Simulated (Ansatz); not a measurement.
# Phonons of Li2Mo in the C11b ordering, part 3 of 3

The plan: relax Li2Mo in the C11b ordering, check its phonons, and, if the lattice is stable, compute its Eliashberg function and ρ(T).

Ansatz 0.2.0; DFT PBEsol, scalar-relativistic, plane waves, PAW.

So far, highest frequency, solved or plainly interpolated (cm⁻¹): step 5 (phonons by linear response: q 2×2×2, k 6×6×6) 468. The relaxed cell has a = 2.530, c = 14.495 Å (conventional setting).

The structure was built from a prototype and need not be the compound's stable phase.

**6. Phonons: q 3×3×3, k 9×9×9**

An imaginary mode on so few k-points may come from the sampling, so the phonons are repeated with another q and k mesh.

Contents of input.yaml:

```yaml
crystal:
  lattice:
    - [2.5297668442, 0.0, -1.2459e-06]
    - [0.0, 2.5297668442, -1.2459e-06]
    - [1.2648869913, 1.2648869913, 7.2473228763]
  atoms:
    - { symbol: Mo, position: [0.0, 0.0, 0.0] }
    - { symbol: Li, position: [0.658867852, 0.658867852, 0.6822642961] }
    - { symbol: Li, position: [0.341132148, 0.341132148, 0.3177357039] }
kpoints:
  mp_grid: { grid: [9, 9, 9] }
hamiltonian:
  xc: pbesol
scf:
  occupations: { method: methfessel_paxton, width: 0.2 }
output:
  eigenvalues: true
phonons:
  method: dfpt
  qmesh: [3, 3, 3]
  temperatures: { t_max: 1000, t_step: 50 }
  qpath:
    path:
      - [[0.0, 0.0, 0.0], [0.5, 0.5, 0.5], [0.5, 0.5, 0.75], [0.5, 0.0, 0.5], [0.0, 0.0, 0.0], [0.0, 0.0, 0.5], [0.48476945, 0.0, 0.74238472]]
      - [[0.51523055, 0.0, 0.25761528], [0.0, 0.0, 0.0]]
      - [[0.5, 0.5, 0.5], [0.51523055, 0.48476945, 0.5]]
      - [[0.48476945, 0.48476945, 0.98476945], [0.0, 0.0, 0.5]]
    npoints: 10
```

Started as:

```console
$ ansatz run input.yaml --threads 4 --pin off --max-ram 8192MiB --backend cpu --events-out ev --progress --plain --runs-dir out
```

Numbers of over 12 decimals in the logs are rounded to 6 here.

The program printed:

```text
[...]
Crystal: 3 atoms, lattice volume = 46.381 Å³
Basis set: ecut = 420 eV, 913 PW (Γ), exchange–correlation on 36×36×100 points (8 copies of the dense FFT grid, shifted against one another)
Bands: 14, of which v1, the nominal top of the filled ones, is band 10 counted from 1 (9 counted from 0)
Symmetry: 16 space group operations
k-points: 205 of 729 (irreducible under 4 space group operations)
[...]
SCF iter   1: F=—  HF=-5302.398143 eV  |F-HF|=—  |Δ(HF+E_count)|=         —  Δρ=8.83e-3  dr2=8.21e-2  ethr=1.77e-3  ⟨swp⟩=4.6  Hψ=13632  notcnv=0
[...]
SCF iter  10: F=-5302.383832 eV  HF=-5302.383832 eV  |F-HF|=1.82e-12  |Δ(HF+E_count)|=  6.37e-12  S|Δr|=    0.00e0  Δρ=1.27e-8  dr2=1.67e-13  ethr=1.00e-12  ⟨swp⟩=5.2  Hψ=11049  notcnv=0
SCF 1 converged in 10 iterations: F = -5302.383832 eV  dr2 = 1.67e-13
[...]
Symmetry: 4 space group operations
k-points: 205 of 729
[...]
SCF iter   6: F=-5302.383832 eV  HF=-5302.383832 eV  |F-HF|=5.46e-12  |Δ(HF+E_count)|=  1.82e-12  S|Δr|=    0.00e0  Δρ=6.01e-8  dr2=8.78e-12  ethr=1.00e-12  ⟨swp⟩=1.0  Hψ=3690  notcnv=0
SCF 2 converged in 6 iterations: F = -5302.383832 eV  dr2 = 8.78e-12
[...]
SCF converged after 10 iterations
[...]
Free energy (F): -5302.383832 eV
[...]
Internal energy: -5302.373151 eV  (E = F + TS)
E sigma→0 (E₀):  -5302.381162 eV
Entropy (-TS):   -0.010681 eV (-3.560 meV/atom)
Fermi energy:    7.918837 eV
[...]
--- Band table (eV; the first three rows and the last of 205) ---
  k-point 0: bands = [... 6 lower, 2.6670, 4.1320, 4.7262, 6.5273, 6.7059, 10.7100, 10.7100, 12.7318]
  k-point 1: bands = [... 6 lower, 2.6716, 4.1320, 4.7425, 6.2109, 7.0366, 10.7101, 10.7101, 12.7318]
  k-point 2: bands = [... 6 lower, 2.6835, 4.1320, 4.7920, 5.8574, 7.4219, 10.7103, 10.7103, 12.7318]
  k-point 204: bands = [... 6 lower, 3.2189, 6.2079, 6.3779, 9.3425, 12.2189, 12.2382, 12.9878, 14.3321]
[...]
ASR residual: 1.324e-5 → 0.000e0 eV/Å²; symmetrization residual: 8.576e-7 eV/Å²
[...]
ASR residual per site (eV/Å²): 1.32e-5 6.99e-6 6.99e-6
  Γ frequencies (cm⁻¹): 0.00 0.00 0.00 187.86 187.86 191.23 191.23 309.84 359.67
--- Phonons (arbitrary-q DFPT): 10 irreducible q on the 3×3×3 mesh ---
[...]
interpolated dispersion: 94 rows × 9 modes
[...]
```

It took 3.4 min on 4 threads of Intel Xeon 6975P-C (Granite Rapids), shared host; peak memory 1.4 GiB.

Numbers from this step:

* share of imaginary modes in the plain interpolation between solved wavevectors: 0.1018
* highest frequency, solved or plainly interpolated: 463.8 cm⁻¹

Solved on the 3×3×3 mesh alone; all other wavevectors are interpolated. The phonon branches at the labelled points (cm⁻¹):

```
     point  branch 1  branch 2  branch 3  branch 4  branch 5  branch 6  branch 7  branch 8  branch 9
         Γ         0         0         0       188       188       191       191       310       360
   halfway      -121        82       133       288       306       326       338       345       368
         X       -38       152       155       279       291       442       450       450       454
   halfway       -38       152       154       278       292       442       447       452       454
         P       -38       153       153       277       293       444       444       453       453
   halfway      -104        68       152       297       299       330       332       448       458
         N      -213       103       112       122       152       312       321       451       463
   halfway      -147        72       118       151       161       302       330       357       358
         Γ         0         0         0       188       188       191       191       310       360
   halfway        18        18        48       176       176       201       201       308       360
         M        26        26        70       170       170       205       205       305       360
   halfway      -143        72       114       148       166       303       318       355       359
         S      -213       103       113       122       151       315       318       449       464
jump to S0      -213       103       113       122       151       315       318       449       464
   halfway      -150        75       120       150       158       302       335       360       362
         Γ         0         0         0       188       188       191       191       310       360
 jump to X       -38       152       155       279       291       442       450       450       454
   halfway       -38       152       155       279       291       441       450       450       454
         R       -38       151       155       279       292       441       449       450       454
 jump to G       -38       151       155       279       292       441       449       450       454
   halfway      -126        30       132       291       291       334       337       349       362
         M        26        26        70       170       170       205       205       305       360
```

The phonon branches as a text plot (rows in cm⁻¹; labels by their first letter):

```
    450 |        **************              ***      ***
    422 |       **    *       *             *   *      ***
    393 |      **      *       *           **    *       **
    365 |**** **                ************      ****    *******
    337 |    **         *    ****          **  ****        *
    309 |********      ******************************* **** *****
    281 |   ************ *               *            ********
    252 |   *                           **                  ***
    224 |  **             *       *    *            *        ***
    196 |**                       ********          **        ***
    168 |          **      *    ***  ******       **  **       **
    140 |     *******************         *********   ******
    111 |   **   *         **** **        *  ***  **        **
     83 |  * ****      * **    **        ****   ***     *     * *
     55 |   *    *      *        **   ****         **        ***
     27 | **    *      *          ** **             **     **   *
     -1 |*                          *                     *
    -30 | *       *****            *   *             *****     *
    -58 |                         *     *           *    *    *
    -86 |  *   *                         *
   -114 |   ***         *        *                 *      ****
   -142 |                *      *         *       *
   -171 |                 *    *           *     *
   -199 |                  ****             *****
         Γ         X P      N       Γ  M     S|S     R|G        M
```

Lowest modes at the softest wavevector of the mesh. The modes at q = (0.000, -0.333, 0.333) (shares of kinetic energy by element, %) (negative means imaginary):

```
mode  frequency (cm⁻¹)  Mo %  Li %
   1            -182.8    99     1
   2              84.9    96     4
   3             134.2     0   100
   4             134.4    98     2
   5             141.2     1    99
   6             305.0     2    98
```

Displacements in mode 1 (-182.8 cm⁻¹), the largest set to 1, in the home cell (x, y, z of the real part, then of the imaginary part):
```
Mo1  1.00  0.00  0.00  0.00  0.00  0.00
Li2  0.12  0.00  0.00  0.21  0.00  0.00
Li3  0.12  0.00  0.00 -0.21  0.00  0.00
```

Displacements in mode 2 (84.9 cm⁻¹), the largest set to 1, in the home cell (x, y, z of the real part, then of the imaginary part):
```
Mo1  0.00  0.00  1.00  0.00  0.00  0.00
Li2  0.00  0.22  0.22  0.00 -0.12  0.39
Li3  0.00  0.22  0.22  0.00  0.12 -0.39
```

The modes has structure finer than the step of the table below, so its rows give means over 20 cm⁻¹, whole bins alone (the curve runs from -222 to 488 cm⁻¹). Peaks (cm⁻¹: height): Li 175.0: 0.0145, 300.1: 0.0568, 358.1: 0.0314, 389.3: 0.0191, 447.4: 0.0333; Mo -119.6: 0.0112, 81.3: 0.0183, 148.3: 0.0365.

Phonopy on the run's constants, 21x21x9 mesh, Gaussian sigma 5.1 cm⁻¹. Modes against wavenumber; means over each step; values in 1/cm⁻¹/cell:

```
wavenumber (cm⁻¹)       Li       Mo
             -200   6.4e-6  0.00461
             -180   2.0e-5  0.00531
             -160   3.9e-5  0.00570
             -140   7.2e-5  0.00694
             -120   1.0e-4  0.00865
             -100   7.1e-5  0.00314
              -80   8.1e-5  0.00277
              -60   1.1e-4  0.00330
              -40   4.8e-5  0.00161
              -20   6.1e-5  0.00203
                0   1.6e-5   5.9e-4
               20   1.1e-4  0.00257
               40   4.8e-4  0.00817
               60  0.00101   0.0162
               80   6.4e-4   0.0176
              100   4.3e-4   0.0122
              120  0.00301  0.00905
              140  0.00731   0.0225
              160  0.00762   0.0128
              180   0.0131   2.8e-4
              200  0.00974   3.6e-4
              220   0.0119   2.4e-4
              240  0.00786   1.3e-4
              260  0.00927   1.2e-4
              280   0.0228   2.5e-4
              300   0.0480  0.00104
              320   0.0295   3.9e-4
              340   0.0189   2.4e-4
              360   0.0237   2.2e-4
              380   0.0102   1.5e-5
              400   0.0126   1.4e-5
              420   0.0176   1.6e-5
              440   0.0276   2.6e-5
              460   0.0158   8.4e-6
```

No LO-TO term; unit eigenvectors of the mass-weighted matrix. Modes at Γ, with each element's share of the kinetic energy:

```
mode  frequency (cm⁻¹)  symmetry  Mo %  Li %
   1               0.0   unnamed    87    13
   2               0.0   unnamed    87    13
   3               0.0   unnamed    87    13
   4             187.9        Eg     0   100
   5             187.9        Eg     0   100
   6             191.2        Eu    13    87
   7             191.2        Eu    13    87
   8             309.8       A2u    13    87
   9             359.7       A1g     0   100
```

Displacements in mode 5 (187.9 cm⁻¹), the largest set to 1:
```
Mo1  0.00  0.00  0.00
Li2 -1.00  0.10  0.00
Li3  1.00 -0.10  0.00
```

Displacements in mode 9 (359.7 cm⁻¹), the largest set to 1:
```
Mo1  0.00  0.00  0.00
Li2  0.00  0.00 -1.00
Li3  0.00  0.00  1.00
```

Among the solved wavevectors the lowest mode, translations apart, is -183 cm⁻¹, imaginary.

**7. Phonons: Fermi–Dirac smearing of 0.3 eV**

The phonons are repeated on the same meshes with a wide Fermi–Dirac smearing, to see whether the soft mode comes from sharp features of the Fermi surface.

input.yaml: that of step 6 with these lines changed.

```diff
@@ -14,3 +14,3 @@
 scf:
-  occupations: { method: methfessel_paxton, width: 0.2 }
+  occupations: { method: fermi_dirac, width: 0.3 }
 output:
```

The program printed:

```text
[...]
band count auto-derived: 15 (N_el = 20.0; filled up to band 10; 14 by the electrons, moments and atoms)
[...]
Crystal: 3 atoms, lattice volume = 46.381 Å³
Basis set: ecut = 420 eV, 913 PW (Γ), exchange–correlation on 36×36×100 points (8 copies of the dense FFT grid, shifted against one another)
Bands: 15, of which v1, the nominal top of the filled ones, is band 10 counted from 1 (9 counted from 0)
Symmetry: 16 space group operations
k-points: 205 of 729 (irreducible under 4 space group operations)
[...]
SCF iter   1: F=—  HF=-5302.718857 eV  |F-HF|=—  |Δ(HF+E_count)|=         —  Δρ=7.60e-3  dr2=1.08e-1  ethr=1.77e-3  ⟨swp⟩=4.8  Hψ=14346  notcnv=0
[...]
SCF iter   9: F=-5302.703910 eV  HF=-5302.703910 eV  |F-HF|=9.09e-13  |Δ(HF+E_count)|=  1.00e-11  Δρ=4.67e-8  dr2=9.33e-13  ethr=1.00e-12  ⟨swp⟩=5.0  Hψ=11713  notcnv=0
SCF 1 converged in 9 iterations: F = -5302.703910 eV  dr2 = 9.33e-13
[...]
Symmetry: 4 space group operations
k-points: 205 of 729
[...]
SCF iter   7: F=-5302.703910 eV  HF=-5302.703910 eV  |F-HF|=0.00e0  |Δ(HF+E_count)|=  3.64e-12  Δρ=2.48e-8  dr2=2.08e-12  ethr=1.00e-12  ⟨swp⟩=1.0  Hψ=3898  notcnv=0
SCF 2 converged in 7 iterations: F = -5302.703910 eV  dr2 = 2.08e-12
[...]
WARN: eigensolver did not converge in 2 slots of this pass, the one above among them; of largest residual over every band (k=47): 1 band(s) unlocked (lowest unlocked band 14, counted from 0; max residual 1.22e-5 eV among the unlocked bands, 1.22e-5 eV over every band); of lowest unlocked band (k=46): band 14
[...]
SCF converged after 9 iterations
Free energy (F): -5302.703910 eV
[...]
Internal energy: -5302.138689 eV  (E = F + TS)
E sigma→0 (E₀):  -5302.421300 eV
Entropy (-TS):   -0.565220 eV (-188.407 meV/atom)
Fermi energy:    7.957909 eV
[...]
--- Band table (eV; the first three rows and the last of 205) ---
  k-point 0: bands = [... 6 lower, 2.6895, 4.1898, 4.7342, 6.5382, 6.7034, 10.7582, 10.7582, 12.7783, ... 1 higher]
  k-point 1: bands = [... 6 lower, 2.6943, 4.1898, 4.7494, 6.2184, 7.0383, 10.7582, 10.7582, 12.7783, ... 1 higher]
  k-point 2: bands = [... 6 lower, 2.7067, 4.1898, 4.7958, 5.8675, 7.4235, 10.7585, 10.7585, 12.7783, ... 1 higher]
  k-point 204: bands = [... 6 lower, 3.2475, 6.2464, 6.4178, 9.3777, 12.2185, 12.2242, 12.9987, 14.3826, ... 1 higher]
[...]
ASR residual: 4.058e-3 → 0.000e0 eV/Å²; symmetrization residual: 1.498e-6 eV/Å²
[...]
ASR residual per site (eV/Å²): 4.06e-3 1.49e-5 1.49e-5
  Γ frequencies (cm⁻¹): 0.00 0.00 0.00 192.24 192.24 195.38 195.38 313.10 360.48
--- Phonons (arbitrary-q DFPT): 10 irreducible q on the 3×3×3 mesh ---
[...]
interpolated dispersion: 94 rows × 9 modes
[...]
```

Wall time 3.7 min (4 threads); peak memory 1.4 GiB; 14 min of CPU time.

This step gave:

* share of imaginary modes in the plain interpolation between solved wavevectors: 0.0438
* highest frequency, solved or plainly interpolated: 464.9 cm⁻¹

Solved on the 3×3×3 mesh alone; all other wavevectors are interpolated. The phonon branches at the labelled points (cm⁻¹):

```
     point  branch 1  branch 2  branch 3  branch 4  branch 5  branch 6  branch 7  branch 8  branch 9
         Γ         0         0         0       192       192       195       195       313       360
   halfway        96       138       146       291       306       334       343       346       371
         X       112       213       213       275       286       451       454       459       461
   halfway       112       213       213       275       286       451       453       459       461
         P       112       213       213       276       286       452       452       460       460
   halfway       109       124       210       296       298       336       338       456       461
         N      -121       106       123       132       210       313       320       456       464
   halfway       -85        76       157       159       169       303       331       357       362
         Γ         0         0         0       192       192       195       195       313       360
   halfway        19        19        46       180       180       206       206       309       358
         M        28        28        65       173       173       211       211       304       356
   halfway       -82        72       153       153       176       302       323       353       362
         S      -121       106       124       132       210       316       317       454       465
jump to S0      -121       106       124       132       210       316       317       454       465
   halfway       -88        79       159       160       165       303       335       361       366
         Γ         0         0         0       192       192       195       195       313       360
 jump to X       112       213       213       275       286       451       454       459       461
   halfway       112       213       213       275       286       451       454       459       461
         R       112       213       213       276       287       450       453       458       461
 jump to G       112       213       213       276       287       450       453       458       461
   halfway        76       134       140       292       300       337       337       348       367
         M        28        28        65       173       173       211       211       304       356
```

The phonon branches as a text plot (rows in cm⁻¹; labels by their first letter):

```
    453 |        **************              ***      ***
    428 |       **    *       *             *   *       **
    404 |      **      *       *           **    *       **
    379 |     **               *           *     *        *
    355 |******                 ***********       ****    *******
    331 |    **         *   ******        **** *****       **
    306 |********       ******************************  *********
    282 |   ************ *               *            ****** *
    257 |   *                           **                  ***
    233 |  **             *       *                 *        **
    208 | **     **************    * *****   ***     ***      ***
    184 |*      *      *   *   * *******  * *   ** ***  **     **
    160 |      *               ***      *****    ***      *
    135 |     *         *   ***  *         ******* *       *
    111 |    * ****************          *   ****     ***   *
     86 |   ***          *     ** *     *  **    ** *    *** *
     62 |  **                    *    *****        *        *****
     37 | **                      ** ***            **         **
     13 | *                        * * *             *
    -11 |*                         **                *
    -36 |                         *     **          *
    -60 |                 *      *
    -85 |                  *    *         **      **
   -109 |                   ****            ******
         Γ         X P      N       Γ  M     S|S     R|G        M
```

Lowest modes at the softest wavevector of the mesh. Modes at q = (0.000, -0.333, 0.000), with each element's share of the kinetic energy (negative means imaginary):

```
mode  frequency (cm⁻¹)  Mo %  Li %
   1            -104.8    96     4
   2              93.4    96     4
   3             141.5     3    97
   4             152.0     1    99
   5             186.2    98     2
   6             302.5     4    96
```

Displacements in mode 1 (-104.8 cm⁻¹), the largest set to 1, in the home cell (x, y, z of the real part, then of the imaginary part):
```
Mo1  0.96  0.00  0.00  0.27  0.00  0.00
Li2  0.35  0.00  0.00 -0.37  0.00  0.00
Li3  0.38  0.00  0.00 -0.34  0.00  0.00
```

Displacements in mode 2 (93.4 cm⁻¹), the largest set to 1, in the home cell (x, y, z of the real part, then of the imaginary part):
```
Mo1  0.00  0.02  0.98  0.00  0.00  0.22
Li2  0.00 -0.10  0.31  0.00 -0.16 -0.39
Li3  0.00  0.17  0.36  0.00  0.09 -0.34
```

Among the solved wavevectors the lowest mode, translations apart, is -105 cm⁻¹, imaginary.

**8. Outcome**

```yaml
phonon_run_of_the_rows_without_a_label_of_their_own: PBEsol, q 3×3×3, k 9×9×9
softest_mode_on_the_q_mesh: -183 cm⁻¹ at q = (0, -0.333, 0.333)
highest_frequency_solved_or_plainly_interpolated: 464 cm⁻¹
```

The lattice is dynamically unstable at this level: a mode at q = (0, -0.333, 0.333) is imaginary, 183i cm⁻¹, so no harmonic coupling constant or resistivity is defined for this structure. These meshes are coarse, and single modes of a metal can move by tens of cm⁻¹ with the k mesh. The coarser mesh found an imaginary mode at another wavevector, which this mesh lacks. The structure was built by hand as an ordered model, and its stability against other phases was not tested.

[Logs are printed without paths, hosts, clocks, repeated set-up lines and the standing remarks that a program may print on its own settings, such as how far it seeks lower states.]

[Hosts, paths, dates, database ids (printed as entryN), source tags and the programs' standing remarks are cut or masked in the printed files.]
